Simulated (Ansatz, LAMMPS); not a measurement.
## Glassy 66P2O5-34MgO (mol %) (153 atoms): geometry optimisation

Wanted: the relaxed structure of glassy 66P2O5-34MgO (mol %) (153 atoms) and its electronic structure.

Method: Kohn-Sham DFT, PBE, PAW (set soft_2), plane waves, in Ansatz 0.2.0.

### Step 1. The structure

The cell holds 153 atoms: 38 P, 10 Mg and 105 O. Its edges and angles: a = 12.748 Å, b = 12.748 Å, c = 12.748 Å, α = 90.0°, β = 90.0°, γ = 90.0°. 153 atoms (38 P, 10 Mg, 105 O) placed at random at 2.44 g/cm³, melted at 4000 K for 10 ps at fixed volume with the Morse and Coulomb pair potential with partial charges (Pedone, Malavasi, Menziani, Cormack and Segre, J. Phys. Chem. B 110, 11780 (2006)). Quenched from 4000 K to 300 K at 50 K/ps and fixed volume, held 10 ps at zero pressure.

Limits known from the start: The quench rate of 50 K/ps is orders of magnitude faster than experiment, which tends to freeze in extra defects. The network of bonds at the start is that of the classical potential that made the cell. The Brillouin zone is sampled at Γ only, in a cell whose shortest periodic width is 13 Å.

### Step 2. How the cell was made

A classical potential makes the cell, at a small fraction of what the same run would cost in DFT.

This step: classical MD, Morse and Coulomb pair potential with partial charges (Pedone, Malavasi, Menziani, Cormack and Segre, J. Phys. Chem. B 110, 11780 (2006)) (LAMMPS 22 Jul 2025 - Update 4).

File in.lmp:

```
# melt-quench of P38Mg10O105
units metal
atom_style charge
boundary p p p
region box block 0 12.8237 0 12.8237 0 12.8237
create_box 3 box
mass 1 30.9738   # P
mass 2 24.3050   # Mg
mass 3 15.9990   # O
create_atoms 1 random 38 131840 NULL overlap 1.5 maxtry 2000
create_atoms 2 random 10 131847 NULL overlap 1.5 maxtry 2000
create_atoms 3 random 105 131854 NULL overlap 1.5 maxtry 2000
pair_style hybrid/overlay pedone 5.5 coul/long 8.0
pair_coeff * * coul/long
pair_coeff 1 3 pedone 0.831326 2.585833 1.800790 1   # P-O
pair_coeff 2 3 pedone 0.038908 2.281000 2.586153 5   # Mg-O
pair_coeff 3 3 pedone 0.042395 1.379316 3.618701 22   # O-O
set type 1 charge 3
set type 2 charge 1.2
set type 3 charge -1.2
kspace_style pppm 1.0e-4
neigh_modify delay 0 every 1 check yes
thermo_style custom step time temp pe press density
thermo_modify norm yes
timestep 0.002
thermo 100
min_style cg
minimize 1e-4 1e-4 200 2000
reset_timestep 0
velocity all create 4000 131841 mom yes dist gaussian
fix lim all nve/limit 0.05
fix lan all langevin 4000 4000 0.2 131842 zero yes
thermo 500
run 1000 post no
# [... 7 lines left out ...]
fix md all nvt temp 4000 300 0.2
run 37000 post no
unfix md
thermo 1666
fix md all npt temp 300 300 0.2 iso 0 0 2
run 5000 post no
unfix md
write_dump all custom glass.dump id type xs ys zs modify sort id
```

On the command line:

```console
> lmp -in in.lmp -log none -nocite
```

Numbers of over 12 decimals in the logs are rounded to 6 here.

Output:

```text
LAMMPS (22 Jul 2025 - Update 4)
Created orthogonal box = (0 0 0) to (12.8237 12.8237 12.8237)
Created 38 atoms
Created 10 atoms
Created 105 atoms
PPPM initialization ...
  G vector (1/distance) = 0.3879505
  grid = 15 15 15
  estimated relative force accuracy = 5.8595172e-05
   Step          Time           Temp          PotEng         Press         Density
         0   0              0             -1.8427671      618232.79      2.4409766
       100   0.2            0             -20.739994      9882.5428      2.4409766
       110   0.22           0             -20.773593      9928.3682      2.4409766
Loop time of 1.04572 s on 1 MPI rank(s) for 110 steps with 153 atoms
Minimization stats:
  Stopping criterion = energy tolerance
  Energy initial, next-to-last, final =
     -1.84276709776463  -20.7715428481776  -20.7735928165289
  Force two-norm initial, final = 482.10524 4.8607287
  Iterations, force evaluations = 110 146
   Step          Time           Temp          PotEng         Press         Density
         0   0              4000          -20.773593      49734.252      2.4409766
       500   1              1891.164      -20.578992      11838.142      2.4409766
      1000   2              1831.9417     -20.646238     -4859.0863      2.4409766
Loop time of 4.90113 s on 1 MPI rank(s) for 1000 steps with 153 atoms
   Step          Time           Temp          PotEng         Press         Density
      1000   2              1831.9417     -20.646238     -4859.0863      2.4409766
      1666   3.332          3967.8903     -20.207873      1079.3593      2.4409766
      2499   4.998          3988.4717     -20.272026      24349.187      2.4409766
      3332   6.664          3832.4549     -20.308352      23774.85       2.4409766
      4165   8.33           3794.3484     -20.304922      20187.076      2.4409766
      4998   9.996          4227.217      -20.312592      66214.054      2.4409766
[... 2 lines left out ...]
Loop time of 18.3691 s on 1 MPI rank(s) for 5000 steps with 153 atoms
   Step          Time           Temp          PotEng         Press         Density
[... 12 lines left out ...]
Loop time of 96.8614 s on 1 MPI rank(s) for 37000 steps with 153 atoms
   Step          Time           Temp          PotEng         Press         Density
[... 1 line left out ...]
     43316   86.632         291.09714     -20.904639      6907.1939      2.4875178
     44982   89.964         290.12059     -20.898885      4203.3336      2.4773032
     46648   93.296         313.03895     -20.902196      6467.3052      2.483965
     48000   96             279.91218     -20.902428      1683.052       2.4849228
Loop time of 20.6559 s on 1 MPI rank(s) for 5000 steps with 153 atoms
```

The job ended after 2.4 min (1 thread of Intel Xeon at 2.80GHz (Skylake/Cascade Lake), shared host; peak memory 0.37 GiB).

### Step 3. Single point at the start

A single point comes first, to see the forces before anything moves.

File input.yaml:

```yaml
crystal:
  lattice:
    - [12.74765, 0.0, 0.0]
    - [0.0, 12.74765, 0.0]
    - [0.0, 0.0, 12.74765]
  atoms:
    - { symbol: P, position: [0.03092, 0.16226, 0.88926] }
    - { symbol: P, position: [0.53229, 0.50084, 0.91237] }
    - { symbol: P, position: [0.23228, 0.25897, 0.18056] }
    - { symbol: P, position: [0.57105, 0.0846, 0.72207] }
    - { symbol: P, position: [0.91798, 0.07735, 0.28606] }
    - { symbol: P, position: [0.65674, 0.14007, 0.06775] }
    - { symbol: P, position: [0.31716, 0.60166, 0.91208] }
    - { symbol: P, position: [0.11618, 0.54244, 0.0099] }
    - { symbol: P, position: [0.4851, 0.42281, 0.68049] }
    - { symbol: P, position: [0.90403, 0.61236, 0.31031] }
    - { symbol: P, position: [0.65139, 0.835, 0.49186] }
    - { symbol: P, position: [0.98853, 0.27518, 0.16576] }
    - { symbol: P, position: [0.13455, 0.55696, 0.3487] }
    - { symbol: P, position: [0.2223, 0.68787, 0.53355] }
    - { symbol: P, position: [0.6745, 0.72869, 0.0547] }
    - { symbol: P, position: [0.4091, 0.83383, 0.53965] }
    - { symbol: P, position: [0.9991, 0.75488, 0.96909] }
    - { symbol: P, position: [0.78686, 0.72291, 0.84336] }
    - { symbol: P, position: [0.044, 0.39876, 0.82576] }
    - { symbol: P, position: [0.50508, 0.66874, 0.69157] }
    - { symbol: P, position: [0.09146, 0.3586, 0.48464] }
    - { symbol: P, position: [0.16265, 0.01587, 0.74458] }
    - { symbol: P, position: [0.33983, 0.02251, 0.39461] }
    - { symbol: P, position: [0.4541, 0.01696, 0.01284] }
    - { symbol: P, position: [0.82607, 0.0434, 0.93852] }
    - { symbol: P, position: [0.74431, 0.19073, 0.4231] }
    - { symbol: P, position: [0.73977, 0.92292, 0.70569] }
    - { symbol: P, position: [0.33405, 0.47059, 0.25986] }
    - { symbol: P, position: [0.54128, 0.11468, 0.31978] }
    - { symbol: P, position: [0.31105, 0.91442, 0.17908] }
    - { symbol: P, position: [0.33774, 0.22061, 0.96752] }
    - { symbol: P, position: [0.49345, 0.42849, 0.43723] }
    [... 115 atom lines left out ...]
    - { symbol: O, position: [0.54171, 0.3241, 0.42031] }
    - { symbol: O, position: [0.40358, 0.44967, 0.35576] }
    - { symbol: O, position: [0.56222, 0.70836, 0.0794] }
    - { symbol: O, position: [0.62663, 0.96996, 0.7325] }
    - { symbol: O, position: [0.56047, 0.99926, 0.28161] }
    - { symbol: O, position: [0.67154, 0.62195, 0.29029] }
kpoints:
  mp_grid: { grid: [1, 1, 1] }
hamiltonian:
  xc: pbe
scf:
  occupations: { method: fermi_dirac, width: 0.05 }
output:
  forces: true
  stress: true
  populations: true
  dos:
    method: { smearing: { sigma: 0.15 } }
    de: 0.1
    projected: { site_lists: { Mg: [Mg], O: [O], P: [P] } }
  eigenvalues: true
```

On the command line:

```console
> ansatz run input.yaml --threads 4 --pin off --max-ram 8192MiB --backend cpu --events-out ev --progress --plain --runs-dir out
```

Output:

```text
Engine: ansatz 0.2.0, aarch64-unknown-linux-gnu
Pseudopotentials: kind: paw
Pseudopotential: P, paw, valence charge 5, recommended cutoff 420 eV (normal), P.paw.azcp
Pseudopotential: Mg, paw, valence charge 10, recommended cutoff 420 eV (normal), Mg.paw.azcp
Pseudopotential: O, paw, valence charge 6, recommended cutoff 420 eV (normal), O.paw.azcp
Functional definition: PBE
  parameter kappa = 0.804
  parameter beta = 0.066725
  exchange = pbe_x(kappa = kappa, mu = beta*pi^2/3)
  correlation = pbe_c(beta = beta)
Crystal: 153 atoms, lattice volume = 2071.526 Å³
Basis set: ecut = 420 eV, 40483 PW (Γ), exchange–correlation on 180×180×180 points (8 copies of the dense FFT grid, shifted against one another)
Bands: 613, of which v1, the nominal top of the filled ones, is band 460 counted from 1 (459 counted from 0)
Symmetry: 1 space group operations
Space group: P1 (ITA 1), of the structure as read, at distance tolerance 1.3e-4 Å
k-points: 1
Non-local potential: P, projectors of the file, l = 0: 2, l = 1: 2, l = 2: 2
Non-local potential: Mg, projectors of the file, l = 0: 3, l = 1: 2, l = 2: 1
Non-local potential: O, projectors of the file, l = 0: 2, l = 1: 2, l = 2: 1
PAW form: soft (Blöchl's): semilocal exchange-correlation on the pseudo side does not see the compensation charge
PAW one-centre angular grid: P, 110 points (default); XC on 64 Gauss nodes
PAW one-centre angular grid: Mg, 110 points (default); XC on 64 Gauss nodes
PAW one-centre angular grid: O, 110 points (default); XC on 64 Gauss nodes
Initial density: superposition of atomic densities (neutral atoms: chi_scale 0, normalization atom), corrected by the library's trained network
Initial wavefunctions: pseudopotential atomic-orbital guess
Functional: x = pbe(κ = 0.804, μ = 0.219515), c = pbe(β = 0.066725)
SCF iter   1: F=—  HF=-107570.592075 eV  |F-HF|=—  |Δ(HF+E_count)|=         —  Δρ=5.76e-3  dr2=1.14e0  ethr=1.77e-3  ⟨swp⟩=7.0  Hψ=3177  notcnv=0  defer=119
preconditioner: auto → Resta (q_TF=auto, 2.383 Å⁻¹)  ε∞=3.1  [insulator: Δε(μ)=1.694 eV  Ē_g=16.392 eV  σ=0.050 eV  W_gap=1.00  n_scr=460 (ndim 8)  ℏωp=23.6 eV  f_vac=0.196  D(μ)=0.00/eV (n_scr^D=0)  ε∞_Penn≈3.1]
SCF iter   2: F=—  HF=-107570.309182 eV  |F-HF|=—  |Δ(HF+E_count)|=   2.83e-1  Δρ=3.02e-3  dr2=2.49e-1  ethr=1.23e-4  ⟨swp⟩=3.0  Hψ=1052  notcnv=0  defer=146
SCF iter   3: F=—  HF=-107570.246838 eV  |F-HF|=—  |Δ(HF+E_count)|=   6.23e-2  Δρ=1.32e-3  dr2=7.56e-2  ethr=2.70e-5  ⟨swp⟩=3.0  Hψ=834  notcnv=0  defer=146
SCF iter   4: F=—  HF=-107570.223925 eV  |F-HF|=—  |Δ(HF+E_count)|=   2.29e-2  Δρ=6.10e-4  dr2=8.67e-3  ethr=8.22e-6  ⟨swp⟩=2.0  Hψ=1125  notcnv=0  defer=147
SCF iter   5: F=—  HF=-107570.222738 eV  |F-HF|=—  |Δ(HF+E_count)|=   1.19e-3  Δρ=3.37e-4  dr2=2.17e-3  ethr=9.43e-7  ⟨swp⟩=3.0  Hψ=955  notcnv=0  defer=147
SCF iter   6: F=—  HF=-107570.222523 eV  |F-HF|=—  |Δ(HF+E_count)|=   2.15e-4  Δρ=1.04e-4  dr2=1.99e-4  ethr=2.35e-7  ⟨swp⟩=3.0  Hψ=809  notcnv=0  defer=147
SCF iter   7: F=—  HF=-107570.222555 eV  |F-HF|=—  |Δ(HF+E_count)|=   3.20e-5  Δρ=5.48e-5  dr2=5.81e-5  ethr=2.16e-8  ⟨swp⟩=3.0  Hψ=1024  notcnv=0  defer=147
SCF iter   8: F=—  HF=-107570.223729 eV  |F-HF|=—  |Δ(HF+E_count)|=   1.17e-3  Δρ=1.74e-5  dr2=6.73e-6  ethr=6.31e-9  ⟨swp⟩=3.0  Hψ=925  notcnv=0  defer=147
SCF iter   9: F=—  HF=-107570.223731 eV  |F-HF|=—  |Δ(HF+E_count)|=   1.99e-6  Δρ=8.70e-6  dr2=1.49e-6  ethr=7.32e-10  ⟨swp⟩=3.0  Hψ=952  notcnv=0  defer=147
SCF iter  10: F=—  HF=-107570.223731 eV  |F-HF|=—  |Δ(HF+E_count)|=   2.19e-7  Δρ=3.85e-6  dr2=2.90e-7  ethr=1.62e-10  ⟨swp⟩=3.0  Hψ=1025  notcnv=0  defer=147
SCF iter  11: F=-107570.223731 eV  HF=-107570.223731 eV  |F-HF|=7.77e-9  |Δ(HF+E_count)|=   4.33e-8  Δρ=1.07e-6  dr2=2.79e-8  ethr=1.09e-11  ⟨swp⟩=20.0  Hψ=4020  notcnv=0
SCF 1 converged in 11 iterations: F = -107570.223731 eV  dr2 = 2.79e-8
  greatest PAW one-centre occupation: 1.000 electrons in one spin orbital (limit 2), on the Mg atom at site 46 (counted from 0), in its partial waves of l = 0
SCF converged after 11 iterations
Free energy (F): -107570.223731 eV
Harris-Foulkes:  -107570.223731 eV  (|F-HF|=7.77e-9)
Internal energy: -107570.222649 eV  (E = F + TS)
E sigma→0 (E₀):  -107570.223190 eV
Entropy (-TS):   -0.001082 eV (-0.007 meV/atom)
Fermi energy:    4.797979 eV
--- Per-component energies (eV) ---
  E_band       = -8171.641986
  E_kinetic    = 22430.054640
  E_local      = -79066.420441  (includes V_loc(G=0)·N_el)
  E_nonlocal   = 7152.966678
  E_hartree    = 29195.334482
  E_xc         = -10442.557708
  E_vxc        = -12658.801784  (∫ρ·V_xc dr)
  E_paw        = -41237.655815  (= ΣΔE_a)
  E_vpaw       = -4420.379029  (= ΣTr[D̂ρ^β])
  E_aug_tail   = 0.266339  (compensation charges beyond the density's cutoff)
  E_ewald      = -35602.210825
  E_smearing   = -0.001082  (= −TS)
  E_closure    = -0.000000  (closes the sum)
  Σ components = -107570.223731   (vs F -107570.223731, Δ=0.00e0)
--- Forces (eV/Å), atoms counted from 1 ---
  atom   1  P      0.47572694    -2.19077680     2.91478926
  atom   2  P      2.93347810     2.41148643    -4.09616662
  atom   3  P     -0.07582442    -3.36721050     0.74080339
  atom   4  P     -0.05665780     3.78496973    -2.03679507
  atom   5  P      3.27576446     1.25401186     2.39382021
  atom   6  P      2.41366727    -1.18998289     3.66343194
  atom   7  P     -0.57200330     1.25515731    -5.29901582
  atom   8  P      0.90379466    -0.36756164     0.58270809
  atom   9  P      3.23302532    -0.85414975     0.20371109
  atom  10  P     -2.82059890     2.40560471     2.23410453
  atom  11  P     -0.98058124     0.81896086    -0.35549805
  atom  12  P     -2.15027823     2.44024036    -2.83517357
  atom  13  P     -1.21002585    -1.67385818     4.13326875
  atom  14  P      2.91014497    -2.73765437     1.88341741
[...]
atom 152  O      1.55113645     0.11301542     1.29771591
  atom 153  O      1.61916090    -0.70206333    -0.57988956
  max |Σ_I F_I| component: 4.20e-5 eV/Å
--- Stress (GPa, compression-positive) ---
        3.430918      -0.558698      -0.667210
       -0.558700      -0.073078      -0.994474
       -0.667209      -0.994473       3.120311
  P = ⅓ Tr σ = 2.1594 GPa (21.594 kbar)
--- Band table (eV) ---
  k-point 0: bands = ["-71.6548", "-71.4223", "-71.3822", "-71.2182", [... 597 levels ...], "13.2737", "13.2863", "13.3053", "13.3138", "13.3315", "13.3498", "13.3903", "13.4316", "13.4362", "13.4575", "13.4673", "13.5373"]
--- Löwdin populations: 153 sites ---
  site symbol       q [e]
     0      P      2.7528
     1      P      2.7824
     2      P      2.7410
[...]
152      O      6.8672
  spilling = 0.016806 (of n_electrons = 920.000000)
```

It took 76 s on 4 threads of Arm Neoverse V1, shared host; peak memory 3.3 GiB; 4.9 min of CPU time.

Reading the cycles: dr2 is the Hartree energy of the density residual (eV), the measure of convergence; HF is the Harris–Foulkes estimate of the energy, which meets the free energy F at convergence.

Read from the output:

| Quantity | Value |
| --- | --- |
| free energy | -107570.2237 eV |
| free energy per atom | -703.0734 eV/atom |
| SCF cycles | 11 |
| pressure | 2.159 GPa |
| r.m.s. force component | 1.67 eV/Å |
| longest force | 9.855 eV/Å |
| Fermi energy | 4.798 eV |
| gap (highest filled to lowest empty level) | 0.7345 eV |
| spilling of the projection | 0.01681 |

The r.m.s. force component of 1.7 eV/Å and the pressure of 2.2 GPa set the starting point.

Neighbours are counted within 2.11 Å (O-P), 2.62 Å (O-Mg).

Length of the force by element and coordination:

```
element  coordination  atoms  mean length of the force (eV/Å)  spread  least  most
     Mg           all     10                             1.42   0.802  0.196  3.28
     Mg             4      7                             1.19   0.606  0.196  2.02
     Mg             5      3                             1.94   0.950   1.18  3.28
      O           all    105                             1.91    1.00  0.359  4.54
      O             1     16                             1.42   0.744  0.444  2.95
      O             2     85                             1.99    1.03  0.359  4.54
      O             3      4                             2.21   0.659   1.30  3.17
      P           all     38                             4.14    1.73   1.14  9.86
      P             4     35                             4.05    1.69   1.14  9.86
      P             5      3                             5.11    1.90   3.35  7.74
```

(Part 1 of 3 ends here.)

[Logs are printed without paths, hosts, clocks, repeated set-up lines and the standing remarks that a program may print on its own settings, such as how far it seeks lower states.]

[Hosts, paths, dates, database ids (printed as entryN), source tags and the programs' standing remarks are cut or masked in the printed files.]
